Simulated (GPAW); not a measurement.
**AlH3 (R-3c): one start, several treatments of the self-energy**

How much does the gap of AlH3 (R-3c) depend on the approximation to the self-energy?

Main program and level: GPAW 26.7.0; LDA and many-body steps on it, plane waves.

This is a report of a sequence of runs, with most program output left out.

**1. The starting structure**

It takes space group R-3c (No. 167, trigonal). The conventional cell has a = 4.449 Å, b = 4.449 Å, c = 11.804 Å, α = 90.00°, β = 90.00°, γ = 120.00°. Al has 6 H at 1.72 Å nearest. Nearest to H lie 2 Al at 1.72 Å. Farther neighbours are not listed.

Structure file:

```cif
data_structure
_symmetry_space_group_name_H-M 'P 1'
_symmetry_Int_Tables_number 1
_cell_length_a 4.6989
_cell_length_b 4.6989
_cell_length_c 4.6989
_cell_angle_alpha 56.516
_cell_angle_beta 56.516
_cell_angle_gamma 56.516
_cell_volume 67.45
loop_
_atom_site_label
_atom_site_type_symbol
_atom_site_fract_x
_atom_site_fract_y
_atom_site_fract_z
_atom_site_occupancy
Al1 Al 0.00000 0.00000 0.00000 1
Al2 Al 0.50000 0.50000 0.50000 1
H3 H 0.87800 0.62200 0.25000 1
H4 H 0.25000 0.87800 0.62200 1
H5 H 0.62200 0.25000 0.87800 1
H6 H 0.12200 0.37800 0.75000 1
H7 H 0.75000 0.12200 0.37800 1
H8 H 0.37800 0.75000 0.12200 1
```

The cell and positions come from the Crystallography Open Database and are kept as given unless a step says otherwise.

**2. Empty states on the mesh, 4×4×4 mesh, 90 bands**

This step: GPAW 26.7.0; DFT, LDA, plane waves, PAW.

The sums over transitions need many empty states on a uniform mesh; this step solves for them.

run.py

```python
import json
import numpy as np
from gpaw.mpi import world
from gpaw import GPAW

calc = GPAW('gs.gpw').fixed_density(kpts={'size': (4, 4, 4), 'gamma': True},
    nbands=105,
    convergence={'bands': 90},
    txt='nscf.txt')
calc.write('full.gpw', mode='all')
res = {}
kpts = calc.get_ibz_k_points()
res['kpts'] = kpts
res['eigenvalues'] = [calc.get_eigenvalues(kpt=k) for k in range(len(kpts))]
res['n_electrons'] = calc.get_number_of_electrons()

if world.rank == 0:
    with open('result.json', 'w') as f:
        json.dump(res, f, default=lambda x: x.tolist())
```

On the command line:

```sh
> mpirun -n 4 gpaw python run.py
```

The job ended after 21 s (4 MPI ranks of Intel Xeon Platinum 8488C (Sapphire Rapids), shared host; peak memory 0.83 GiB).

This step gave:

```yaml
gap: 1.959 eV
k_of_the_valence_top: 0.25, 0.25, 0
k_of_the_conduction_bottom: 0, 0, 0
least_direct_gap: 2.007 eV
k_points_computed: 14
lowest_point_of_the_top_converged_band_above_the_valence_top: 60.9255 eV
```

On this mesh the gap is 1.959 eV.

**3. G0W0, Godby-Needs plasmon pole**

G0W0 replaces the xc potential by the self-energy, built once from these orbitals. Only a window of levels is corrected, while the sums run over the empty bands that the input names.

This step: G0W0 on LDA, plane waves, PAW.

run.py

```python
import json
import numpy as np
from gpaw.mpi import world
from gpaw.response.g0w0 import G0W0

gw = G0W0('full.gpw',
    filename='gw',
    kpts=[0, 4],
    bands=(4, 8),
    ecut=65,
    nbands=80,
    integrate_gamma='WS',
    ppa=True)
gw.calculate()
res = {mode: {k: v for k, v in r.items() if k != 'sigma_eskwn'}
       for mode, r in gw.all_results.items()}

if world.rank == 0:
    with open('result.json', 'w') as f:
        json.dump(res, f, default=lambda x: x.tolist())
```

On the command line:

```sh
> mpirun -n 4 gpaw python run.py
```

The job ended after 40 s (4 MPI ranks; peak memory 1.1 GiB).

This step gave:

```yaml
g0w0_gap_on_the_points_computed: 4.037 eV
least_direct_g0w0_gap_on_the_computed_points: 4.117 eV
z_at_the_valence_top: 0.7912
z_at_the_conduction_bottom: 0.8088
starting_gap_on_the_mesh: 1.959 eV
k_of_the_valence_top: 0.25, 0.25, 0
k_of_the_conduction_bottom: 0, 0, 0
```

The gap on the mesh goes from 1.96 eV to 4.04 eV, a correction of +2.08 eV.

**4. G0W0, full frequency, Hilbert transform**

Edit run.py of step 3 so:

```diff
@@ -12,3 +12,5 @@
     integrate_gamma='WS',
-    ppa=True)
+    frequencies={'type': 'nonlinear', 'domega0': 0.1, 'omega2': 15.0},
+    eta=0.1,
+    nblocksmax=True)
 gw.calculate()
```

On the command line:

```sh
> mpirun -n 4 gpaw python run.py
```

Run time: 56 s. Hardware: 4 MPI ranks; peak memory 1 GiB.

Numbers from this step:

```yaml
g0w0_gap_on_the_points_computed: 4.036 eV
least_direct_g0w0_gap_on_the_computed_points: 4.115 eV
z_at_the_valence_top: 0.7802
z_at_the_conduction_bottom: 0.8027
starting_gap_on_the_mesh: 1.959 eV
k_of_the_valence_top: 0.25, 0.25, 0
k_of_the_conduction_bottom: 0, 0, 0
```

Against G0W0 in GPAW (4×4×4 mesh, 80 bands, screening to 65 eV, Godby-Needs plasmon pole), the gap moves by −0.001 eV.

**5. G0W0, multipole**

Edit run.py of step 4 so:

```diff
@@ -12,5 +12,3 @@
     integrate_gamma='WS',
-    frequencies={'type': 'nonlinear', 'domega0': 0.1, 'omega2': 15.0},
-    eta=0.1,
-    nblocksmax=True)
+    mpa={'npoles': 4, 'wrange': [0, 40], 'varpi': 20.0, 'eta0': 0.01, 'eta_rest': 1.0, 'alpha': 1})
 gw.calculate()
```

On the command line:

```sh
> mpirun -n 4 gpaw python run.py
```

It took 48 s on 4 MPI ranks; peak memory 1 GiB; 3.2 min of CPU time.

Numbers from this step:

| Item | Value |
| --- | --- |
| G0W0 gap on the points computed | 4.030 eV |
| least direct G0W0 gap on the computed points | 4.110 eV |
| starting gap on the mesh | 1.959 eV |
| k of the valence top | 0.25, 0.25, 0 |
| k of the conduction bottom | 0, 0, 0 |

Against G0W0 in GPAW (4×4×4 mesh, 80 bands, screening to 65 eV, Godby-Needs plasmon pole), the gap moves by −0.007 eV.

**6. Side by side**

Times are wall times on 4 MPI ranks of Intel Xeon Platinum 8488C (Sapphire Rapids), shared host, good to a factor of about two.

| run | mesh | bands | screening cutoff (eV) | DFT gap (eV) | gap on the mesh (eV) | direct (eV) | time |
| --- | --- | --- | --- | --- | --- | --- | --- |
| G0W0, Godby-Needs plasmon pole | 4×4×4 | 80 | 65 | 1.959 | 4.037 | 4.117 | 40 s |
| G0W0, full frequency, Hilbert transform | 4×4×4 | 80 | 65 | 1.959 | 4.036 | 4.115 | 56 s |
| G0W0, multipole | 4×4×4 | 80 | 65 | 1.959 | 4.030 | 4.110 | 48 s |

**7. What came out**

| Quantity | Value |
| --- | --- |
| G0W0, Godby-Needs plasmon pole | 4.037 eV |
| G0W0, full frequency, Hilbert transform | 4.036 eV |
| G0W0, multipole | 4.030 eV |
| known limits | not at the basis limit |

G0W0, full frequency, Hilbert transform: no change against G0W0, Godby-Needs plasmon pole. G0W0, multipole: −0.007 eV against G0W0, Godby-Needs plasmon pole. Bands and cutoff are finite, so the gap is not at the basis limit. The miss can reach some tenths of an eV and take either sign; the mesh is an error of its own. These stock PAW sets were not made for GW. In the G0W0 runs levels were corrected at 2 k points alone, so a gap called «on the mesh» is the least over those, and an edge elsewhere would be missed.

[Paths, hosts, dates, memory and timing lines, banners, echoed tables and standing remarks are left out of the program output.]

[Logs are printed without paths, hosts, clocks, repeated set-up lines and the standing remarks that a program may print on its own settings, such as how far it seeks lower states.]

[Runs of the session that timed out or met a known fault of the program may be left out.]

[Hosts, paths, dates, database ids (printed as entryN), source tags and the programs' standing remarks are cut or masked in the printed files.]
